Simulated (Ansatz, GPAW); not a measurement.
# Dielectric function and optical constants of MgCd2P2 (model structure)

Aim: the dielectric function of MgCd2P2 (model structure), and the optical constants that follow from it. The structure is a model built here, which may or may not match a known phase. It was built so: All As replaced by P and Ca replaced by Mg in the P-3m1 structure of CaCd2As2. The cell is first relaxed with Ansatz.

Method: DFT, RPBE, plane-wave PAW (GPAW data sets), scalar-relativistic, RPA, optical limit, in GPAW 26.7.0.

**1. The starting structure**

The structure is trigonal, space group P-3m1 (No. 164). Conventional cell: a = 4.059 Å, b = 4.059 Å, c = 6.641 Å, α = 90.00°, β = 90.00°, γ = 120.00°. Cd has 4 P at 2.49 to 2.62 Å nearest. Nearest to P lie 4 Cd at 2.49 to 2.62 Å and 3 Mg at 2.83 Å. Mg has 6 P at 2.83 Å nearest. All As replaced by P and Ca replaced by Mg in the P-3m1 structure of CaCd2As2. Farther neighbours are not listed.

As a file:

```cif
data_structure
_symmetry_space_group_name_H-M 'P-3m1'
_symmetry_Int_Tables_number 164
_cell_length_a 4.0589
_cell_length_b 4.0589
_cell_length_c 6.6406
_cell_angle_alpha 90.000
_cell_angle_beta 90.000
_cell_angle_gamma 120.000
_cell_volume 94.74
loop_
_atom_site_label
_atom_site_type_symbol
_atom_site_symmetry_multiplicity
_atom_site_Wyckoff_symbol
_atom_site_fract_x
_atom_site_fract_y
_atom_site_fract_z
_atom_site_occupancy
Cd1 Cd 2 d 0.66667 0.33333 0.36690 1
P1 P 2 d 0.66667 0.33333 0.76180 1
Mg1 Mg 1 a 0.00000 0.00000 0.00000 1
```

**2. Relaxation**

The structure was built or cut out here, so it is relaxed before any spectrum is computed.

This step: DFT, RPBE, plane-wave PAW, default files, scalar-relativistic, relaxation (Ansatz 0.2.0).

input.yaml reads:

```yaml
crystal:
  lattice:
    - [4.05886026, 0.0, 0.0]
    - [-2.02943013, 3.51507609, 0.0]
    - [0.0, 0.0, 6.64059487]
  atoms:
    - { symbol: Cd, position: [0.66666667, 0.33333333, 0.3669] }
    - { symbol: Cd, position: [0.33333333, 0.66666667, 0.6331] }
    - { symbol: P, position: [0.66666667, 0.33333333, 0.7618] }
    - { symbol: P, position: [0.33333333, 0.66666667, 0.2382] }
    - { symbol: Mg, position: [0.0, 0.0, 0.0] }
kpoints:
  mp_grid: { grid: [6, 6, 4] }
scf:
  occupations: { method: fermi_dirac, width: 0.05 }
hamiltonian:
  xc: rpbe
output:
  forces: true
  stress: true
relax:
  f_tol: 0.02
  max_steps: 50
  cell: {}
```

Launch:

```sh
> ansatz run input.yaml --threads 1 --pin off --max-ram 4096MiB --backend cpu --events-out ev --progress --plain --runs-dir out
```

Numbers of over 12 decimals in the logs are rounded to 6 here.

Log:

```text
Engine: ansatz 0.2.0, aarch64-unknown-linux-gnu
Pseudopotentials: kind: paw
Pseudopotential: Cd, paw, valence charge 20, recommended cutoff 420 eV (normal), Cd.paw.azcp
Pseudopotential: P, paw, valence charge 5, recommended cutoff 420 eV (normal), P.paw.azcp
Pseudopotential: Mg, paw, valence charge 10, recommended cutoff 420 eV (normal), Mg.paw.azcp
Functional definition: RPBE
  parameter kappa = 0.804
  parameter beta = 0.066725
  exchange = rpbe_x(kappa = kappa, mu = beta*pi^2/3)
  correlation = pbe_c(beta = beta)
Crystal: 5 atoms, lattice volume = 94.743 Å³
Basis set: ecut = 420 eV, 1811 PW (Γ), exchange–correlation on 60×60×90 points (8 copies of the dense FFT grid, shifted against one another)
Bands: 36, of which v1, the nominal top of the filled ones, is band 30 counted from 1 (29 counted from 0)
Symmetry: 12 space group operations
Space group: P-3m1 (ITA 164), of the structure as read, at distance tolerance 4.6e-5 Å
k-points: 24 of 144
Non-local potential: Cd, projectors of the file, l = 0: 3, l = 1: 2, l = 2: 2, l = 3: 1
Non-local potential: P, projectors of the file, l = 0: 2, l = 1: 2, l = 2: 2
Non-local potential: Mg, projectors of the file, l = 0: 3, l = 1: 2, l = 2: 1
PAW form: soft (Blöchl's): semilocal exchange-correlation on the pseudo side does not see the compensation charge
PAW frozen core: Cd, regenerated for the run's functional, and the local potential with it (the file was generated under x = pbe(κ = 0.804, μ = 0.219515), c = pbe(β = 0.066725))
PAW frozen core: P, regenerated for the run's functional, and the local potential with it (the file was generated under x = pbe(κ = 0.804, μ = 0.219515), c = pbe(β = 0.066725))
PAW frozen core: Mg, regenerated for the run's functional, and the local potential with it (the file was generated under x = pbe(κ = 0.804, μ = 0.219515), c = pbe(β = 0.066725))
PAW one-centre angular grid: Cd, 590 points (default); XC on 64 Gauss nodes
PAW one-centre angular grid: P, 110 points (default); XC on 64 Gauss nodes
PAW one-centre angular grid: Mg, 110 points (default); XC on 64 Gauss nodes
Initial density: superposition of atomic densities (neutral atoms: chi_scale 0, normalization atom), corrected by the library's trained network
Initial wavefunctions: pseudopotential atomic-orbital guess
Functional: x = rpbe, c = pbe(β = 0.066725)
SCF iter   1: F=—  HF=-19970.236097 eV  |F-HF|=—  |Δ(HF+E_count)|=         —  Δρ=3.69e-3  dr2=1.26e-2  ethr=1.77e-3  ⟨swp⟩=7.2  Hψ=3582  notcnv=0
preconditioner: auto → Resta (q_TF=auto, 2.528 Å⁻¹)  ε∞=5.4  [insulator: Δε(μ)=0.758 eV  Ē_g=10.954 eV  σ=0.050 eV  W_gap=1.00  n_scr=22 (ndim 8)  ℏωp=22.9 eV  f_vac=0.012  D(μ)=0.00/eV (n_scr^D=0)  ε∞_Penn≈5.4]
SCF iter   2: F=—  HF=-19970.234823 eV  |F-HF|=—  |Δ(HF+E_count)|=   1.27e-3  Δρ=1.48e-3  dr2=2.19e-3  ethr=2.10e-5  ⟨swp⟩=2.0  Hψ=1491  notcnv=0  defer=8
SCF iter   3: F=—  HF=-19970.234662 eV  |F-HF|=—  |Δ(HF+E_count)|=   1.61e-4  Δρ=5.84e-4  dr2=3.62e-4  ethr=3.66e-6  ⟨swp⟩=2.0  Hψ=931  notcnv=0  defer=8
SCF iter   4: F=—  HF=-19970.234655 eV  |F-HF|=—  |Δ(HF+E_count)|=   6.49e-6  Δρ=1.46e-4  dr2=2.22e-5  ethr=6.03e-7  ⟨swp⟩=2.0  Hψ=1299  notcnv=0  defer=8
SCF iter   5: F=—  HF=-19970.234764 eV  |F-HF|=—  |Δ(HF+E_count)|=   1.09e-4  Δρ=4.57e-5  dr2=1.89e-6  ethr=3.71e-8  ⟨swp⟩=2.0  Hψ=1514  notcnv=0  defer=8
SCF iter   6: F=—  HF=-19970.234767 eV  |F-HF|=—  |Δ(HF+E_count)|=   2.53e-6  Δρ=1.03e-5  dr2=1.81e-7  ethr=3.15e-9  ⟨swp⟩=2.0  Hψ=1343  notcnv=0  defer=8
SCF iter   7: F=-19970.234767 eV  HF=-19970.234767 eV  |F-HF|=3.36e-8  |Δ(HF+E_count)|=   3.28e-7  Δρ=3.42e-6  dr2=2.25e-8  ethr=1.67e-10  ⟨swp⟩=4.8  Hψ=2813  notcnv=0
SCF 1 converged in 7 iterations: F = -19970.234767 eV  dr2 = 2.25e-8
  greatest PAW one-centre occupation: 1.000 electrons in one spin orbital (limit 2), on the Cd atom at site 1 (counted from 0), in its partial waves of l = 0
relax step   1: F+E_penalty+E_count = -19970.23476718 eV  Δ(F+E_penalty+E_count) = +0.000e0 eV  max|allowed force component| = 1.781e0 eV/Å  Δτ_max = 0.0000 Å  P = +13.594 GPa  Ω = 94.743 Å³  (7 SCF iters, dr2 threshold 1.00e-7 eV, accepted)
Crystal: 5 atoms, lattice volume = 106.816 Å³
Basis set: ecut = 420 eV, 2069 PW (Γ), exchange–correlation on 60×60×90 points (8 copies of the dense FFT grid, shifted against one another)
Initial density: handed on by an earlier stage of this run
Initial wavefunctions: those handed on with the density
iter 1 solved again at ethr=2.07e-4 eV; its pass at ethr=3.10e-3 eV (dr2=1.24e-1 eV) is discarded
SCF iter   1: F=—  HF=-19970.960066 eV  |F-HF|=—  |Δ(HF+E_count)|=         —  Δρ=8.56e-3  dr2=1.27e-1  ethr=2.07e-4  ⟨swp⟩=1.8  Hψ=4749  notcnv=0
preconditioner: auto → Resta (q_TF=auto, 2.478 Å⁻¹)  ε∞=5.3  [insulator: Δε(μ)=0.562 eV  Ē_g=10.377 eV  σ=0.050 eV  W_gap=0.99  n_scr=22 (ndim 8)  ℏωp=21.6 eV  f_vac=0.031  D(μ)=0.01/eV (n_scr^D=0)  ε∞_Penn≈5.3]
SCF iter   2: F=—  HF=-19970.930849 eV  |F-HF|=—  |Δ(HF+E_count)|=   2.92e-2  Δρ=3.42e-3  dr2=1.77e-2  ethr=2.07e-4  ⟨swp⟩=2.4  Hψ=1355  notcnv=0
SCF iter   3: F=—  HF=-19970.929310 eV  |F-HF|=—  |Δ(HF+E_count)|=   1.54e-3  Δρ=1.30e-3  dr2=2.26e-3  ethr=2.95e-5  ⟨swp⟩=2.0  Hψ=1245  notcnv=0  defer=1
SCF iter   4: F=—  HF=-19970.930732 eV  |F-HF|=—  |Δ(HF+E_count)|=   1.42e-3  Δρ=4.36e-4  dr2=3.37e-4  ethr=3.77e-6  ⟨swp⟩=2.0  Hψ=1305  notcnv=0  defer=1
SCF iter   5: F=—  HF=-19970.931307 eV  |F-HF|=—  |Δ(HF+E_count)|=   5.75e-4  Δρ=1.60e-4  dr2=3.82e-5  ethr=5.62e-7  ⟨swp⟩=2.0  Hψ=1292  notcnv=0  defer=1
SCF iter   6: F=—  HF=-19970.931416 eV  |F-HF|=—  |Δ(HF+E_count)|=   1.09e-4  Δρ=4.83e-5  dr2=5.61e-6  ethr=6.36e-8  ⟨swp⟩=2.1  Hψ=1253  notcnv=0  defer=1
SCF iter   7: F=-19970.931430 eV  HF=-19970.931429 eV  |F-HF|=4.97e-7  |Δ(HF+E_count)|=   1.29e-5  Δρ=1.22e-5  dr2=2.17e-7  ethr=8.33e-10  ⟨swp⟩=3.6  Hψ=3504  notcnv=0
SCF 2 converged in 7 iterations: F = -19970.931430 eV  dr2 = 2.17e-7
relax step   2: F+E_penalty+E_count = -19970.93142955 eV  Δ(F+E_penalty+E_count) = -6.967e-1 eV  max|allowed force component| = 1.651e-1 eV/Å  Δτ_max = 0.1182 Å  P = +1.001 GPa  Ω = 106.816 Å³  energy of the carried Pulay correction = -3.304e-3 eV  (7 SCF iters, dr2 threshold 5.00e-7 eV, accepted)
Crystal: 5 atoms, lattice volume = 108.614 Å³
Basis set: ecut = 420 eV, 2093 PW (Γ), exchange–correlation on 60×60×90 points (8 copies of the dense FFT grid, shifted against one another)
iter 1 solved again at ethr=8.21e-6 eV; its pass at ethr=3.10e-3 eV (dr2=4.92e-3 eV) is discarded
SCF iter   1: F=—  HF=-19970.946576 eV  |F-HF|=—  |Δ(HF+E_count)|=         —  Δρ=1.98e-3  dr2=5.14e-3  ethr=8.21e-6  ⟨swp⟩=2.1  Hψ=4461  notcnv=0
preconditioner: auto → Resta (q_TF=auto, 2.471 Å⁻¹)  ε∞=5.4  [insulator: Δε(μ)=0.459 eV  Ē_g=10.196 eV  σ=0.050 eV  W_gap=0.97  n_scr=22 (ndim 8)  ℏωp=21.4 eV  f_vac=0.023  D(μ)=0.01/eV (n_scr^D=0)  ε∞_Penn≈5.4]
SCF iter   2: F=—  HF=-19970.945888 eV  |F-HF|=—  |Δ(HF+E_count)|=   6.88e-4  Δρ=1.06e-3  dr2=1.12e-3  ethr=8.21e-6  ⟨swp⟩=2.0  Hψ=952  notcnv=0
SCF iter   3: F=—  HF=-19970.945834 eV  |F-HF|=—  |Δ(HF+E_count)|=   5.40e-5  Δρ=2.84e-4  dr2=1.22e-4  ethr=1.87e-6  ⟨swp⟩=2.0  Hψ=1026  notcnv=0
SCF iter   4: F=—  HF=-19970.945929 eV  |F-HF|=—  |Δ(HF+E_count)|=   9.53e-5  Δρ=1.20e-4  dr2=1.38e-5  ethr=2.04e-7  ⟨swp⟩=2.0  Hψ=1296  notcnv=0
SCF iter   5: F=—  HF=-19970.945929 eV  |F-HF|=—  |Δ(HF+E_count)|=   4.70e-7  Δρ=3.57e-5  dr2=1.34e-6  ethr=2.30e-8  ⟨swp⟩=2.0  Hψ=1491  notcnv=0
SCF iter   6: F=-19970.945931 eV  HF=-19970.945931 eV  |F-HF|=1.25e-7  |Δ(HF+E_count)|=   1.32e-6  Δρ=7.37e-6  dr2=8.38e-8  ethr=8.33e-10  ⟨swp⟩=5.0  Hψ=2915  notcnv=0
SCF 3 converged in 6 iterations: F = -19970.945931 eV  dr2 = 8.38e-8
relax step   3: F+E_penalty+E_count = -19970.94593080 eV  Δ(F+E_penalty+E_count) = -1.450e-2 eV  max|allowed force component| = 7.578e-2 eV/Å  Δτ_max = 0.0403 Å  P = -0.041 GPa  Ω = 108.614 Å³  energy of the carried Pulay correction = -3.763e-3 eV  (6 SCF iters, dr2 threshold 5.00e-7 eV, accepted)
[...]
relax step   4: F+E_penalty+E_count = -19970.94751148 eV  Δ(F+E_penalty+E_count) = -1.581e-3 eV  max|allowed force component| = 1.627e-2 eV/Å  Δτ_max = 0.0116 Å  P = +0.006 GPa  Ω = 108.307 Å³  energy of the carried Pulay correction = -3.685e-3 eV  (5 SCF iters, dr2 threshold 3.59e-7 eV, accepted)
[...]
relax step   5: F+E_penalty+E_count = -19970.94764898 eV  Δ(F+E_penalty+E_count) = -1.375e-4 eV  max|allowed force component| = 6.272e-3 eV/Å  Δτ_max = 0.0035 Å  P = -0.002 GPa  Ω = 108.247 Å³  energy of the carried Pulay correction = -3.670e-3 eV  (5 SCF iters, dr2 threshold 1.61e-8 eV, accepted)
Basis set: ecut = 420 eV, 2093 PW (Γ), exchange–correlation on 60×60×96 points (8 copies of the dense FFT grid, shifted against one another)
Initial wavefunctions: pseudopotential atomic-orbital guess (no wavefunctions were taken with the density)
iter 1 solved again at ethr=9.41e-8 eV; its pass at ethr=3.10e-3 eV (dr2=5.65e-5 eV) is discarded
SCF iter   1: F=—  HF=-19970.951181 eV  |F-HF|=—  |Δ(HF+E_count)|=         —  Δρ=2.37e-4  dr2=9.92e-6  ethr=9.41e-8  ⟨swp⟩=4.0  Hψ=5925  notcnv=0
preconditioner: auto → Resta (q_TF=auto, 2.473 Å⁻¹)  ε∞=5.4  [insulator: Δε(μ)=0.479 eV  Ē_g=10.178 eV  σ=0.050 eV  W_gap=0.98  n_scr=22 (ndim 8)  ℏωp=21.4 eV  f_vac=0.023  D(μ)=0.01/eV (n_scr^D=0)  ε∞_Penn≈5.4]
SCF iter   2: F=—  HF=-19970.951231 eV  |F-HF|=—  |Δ(HF+E_count)|=   5.04e-5  Δρ=1.14e-4  dr2=2.49e-6  ethr=1.65e-8  ⟨swp⟩=2.0  Hψ=1385  notcnv=0
SCF iter   3: F=—  HF=-19970.951236 eV  |F-HF|=—  |Δ(HF+E_count)|=   4.45e-6  Δρ=2.93e-5  dr2=1.51e-7  ethr=4.15e-9  ⟨swp⟩=2.0  Hψ=1292  notcnv=0
SCF iter   4: F=—  HF=-19970.951236 eV  |F-HF|=—  |Δ(HF+E_count)|=   6.79e-7  Δρ=2.05e-6  dr2=1.20e-9  ethr=2.52e-10  ⟨swp⟩=2.0  Hψ=1297  notcnv=0
SCF iter   5: F=—  HF=-19970.951236 eV  |F-HF|=—  |Δ(HF+E_count)|=   4.05e-9  Δρ=4.00e-7  dr2=1.04e-10  ethr=1.99e-12  ⟨swp⟩=2.0  Hψ=1527  notcnv=0
SCF iter   6: F=-19970.951236 eV  HF=-19970.951236 eV  |F-HF|=0.00e0  |Δ(HF+E_count)|=  1.27e-10  Δρ=7.76e-8  dr2=9.10e-12  ethr=1.00e-12  ⟨swp⟩=5.0  Hψ=2952  notcnv=0
SCF 6 converged in 6 iterations: F = -19970.951236 eV  dr2 = 9.10e-12
relax step   6: F+E_penalty+E_count = -19970.95123632 eV  Δ(F+E_penalty+E_count) = -3.587e-3 eV  max|allowed force component| = 6.310e-3 eV/Å  Δτ_max = 0.0000 Å  P = +0.007 GPa  Ω = 108.247 Å³  stress off target by 2.83e-2 GPa  SCF on the basis re-selected at this cell (its energy is not comparable with the rows above)  (6 SCF iters)
basis re-selected at this cell: Δ(F+E_penalty+E_count) = -3.587e-3 eV, ΔP = +0.010 GPa vs the last step (what re-selecting the basis moved, of the pressure what is left beyond the Pulay correction that the steps carried, after the strain that the cell walked since its last selection, with what the two solves' SCF thresholds leave and, on support functions, any second-order correction that the steps lacked; it is no measure of the basis error at this ecutwfc). The dense FFT grid was sized anew with the basis: this SCF ran on 30×30×48 points, the steps before it on 30×30×45, so part of this shift can come from that change (see relax.cell in the input reference). [rest of the remark cut]
SCF converged after 6 iterations
Free energy (F): -19970.951236 eV
Harris-Foulkes:  -19970.951236 eV  (|F-HF|=0.00e0)
Internal energy: -19970.951036 eV  (E = F + TS)
E sigma→0 (E₀):  -19970.951136 eV
Entropy (-TS):   -0.000200 eV (-0.040 meV/atom)
Fermi energy:    9.372022 eV
--- Per-component energies (eV) ---
  E_band       = -1277.600184
  E_kinetic    = 1221.958256
  E_local      = -9439.137358  (includes V_loc(G=0)·N_el)
  E_nonlocal   = 225.450412
  E_hartree    = 4218.170824
  E_xc         = -505.536913
  E_vxc        = -601.053843  (∫ρ·V_xc dr)
  E_paw        = -9622.518264  (= ΣΔE_a)
  E_vpaw       = -1121.159200  (= ΣTr[D̂ρ^β])
  E_aug_tail   = 0.000027  (compensation charges beyond the density's cutoff)
  E_ewald      = -6069.027020
  E_core_change = -0.311002  (= ΣΔE_core)
  E_smearing   = -0.000200  (= −TS)
  E_closure    = -0.000000  (closes the sum)
  Σ components = -19970.951236   (vs F -19970.951236, Δ=0.00e0)
--- Forces (eV/Å), atoms counted from 1 ---
  atom   1  Cd    -0.00000000     0.00000000     0.00630956
  atom   2  Cd     0.00000000    -0.00000000    -0.00630956
  atom   3  P      0.00000000     0.00000000    -0.00262864
  atom   4  P      0.00000000    -0.00000000     0.00262864
  atom   5  Mg     0.00000000     0.00000000     0.00000000
  max |Σ_I F_I| component: 8.67e-19 eV/Å
--- Stress (GPa, compression-positive) ---
        0.024949       0.000000      -0.000000
       -0.000000       0.024949       0.000000
       -0.000000       0.000000      -0.028313
  P = ⅓ Tr σ = 0.0072 GPa (0.072 kbar)
--- Relaxed structure (5 steps of the walk, 5 accepted, 1 SCFs on fresh bases) ---
  F+E_penalty+E_count = -19970.95123632 eV   max|allowed force component| = 6.310e-3 eV/Å   (the final SCF, on the basis selected at the relaxed cell)
  cell:  # Å, volume = 108.2465 Å³
    - [4.254398, 0.0, 0]
    - [-2.127199, 3.684417, 0]
    - [0, 0, 6.905687]
  atoms:
    - { symbol: Cd, position: [0.666667, 0.333333, 0.360917] }
    - { symbol: Cd, position: [0.333333, 0.666667, 0.639083] }
    - { symbol: P, position: [0.666667, 0.333333, 0.782177] }
    - { symbol: P, position: [0.333333, 0.666667, 0.217823] }
    - { symbol: Mg, position: [0, 0, -1.69799585949583e-19] }
```

Run time: 18 s. Hardware: 1 thread of Arm Neoverse V2, shared host; peak memory 0.39 GiB.

Step by step:

```csv
step,energy less that of the first step (eV),largest force component (eV/Å),pressure (GPa),volume (Å³)
1,0.0000,1.7808,13.59,94.74
2,-0.6967,0.1651,1.00,106.82
3,-0.7112,0.0758,-0.04,108.61
4,-0.7127,0.0163,0.01,108.31
5,-0.7129,0.0063,0.00,108.25
6*,-0.7165,0.0063,0.01,108.25
```

Relaxation steps marked * repeat the geometry before them on a plane-wave basis chosen anew for their cell, so energy and pressure can jump there.

The run keeps the 12 symmetry operations that it works with, so distortions that break them were not tested.

```csv
"conventional cell, symmetrised",before,after,change
a (Å),4.059,4.254,+4.8 %
b (Å),4.059,4.254,+4.8 %
c (Å),6.641,6.906,+4.0 %
volume (Å³/atom),18.95,21.65,+14.3 %
```

The atoms that moved most (Å, as changes of fractional coordinates times the final cell):

```csv
atom,dx,dy,dz,length
P3,0.000,0.000,0.141,0.141
P4,0.000,0.000,-0.141,0.141
Cd1,0.000,0.000,-0.041,0.041
Cd2,0.000,0.000,0.041,0.041
```

The relaxed structure:

```cif
data_structure
_symmetry_space_group_name_H-M 'P 1'
_symmetry_Int_Tables_number 1
_cell_length_a 4.2544
_cell_length_b 4.2544
_cell_length_c 6.9057
_cell_angle_alpha 90.000
_cell_angle_beta 90.000
_cell_angle_gamma 120.000
_cell_volume 108.25
loop_
_atom_site_label
_atom_site_type_symbol
_atom_site_fract_x
_atom_site_fract_y
_atom_site_fract_z
_atom_site_occupancy
Cd1 Cd 0.66667 0.33333 0.36092 1
Cd2 Cd 0.33333 0.66667 0.63908 1
P3 P 0.66667 0.33333 0.78218 1
P4 P 0.33333 0.66667 0.21782 1
Mg5 Mg 0.00000 0.00000 0.00000 1
```

The relaxation ends with a largest force component of 0.0063 eV/Å and a pressure of 0.01 GPa.

[end of part 1 of 2]

[Machine, clock and banner lines and Python warnings are left out of the logs.]

[Logs are printed without paths, hosts, clocks, repeated set-up lines and the standing remarks that a program may print on its own settings, such as how far it seeks lower states.]

[Hosts, paths, dates, database ids (printed as entryN), source tags and the programs' standing remarks are cut or masked in the printed files.]
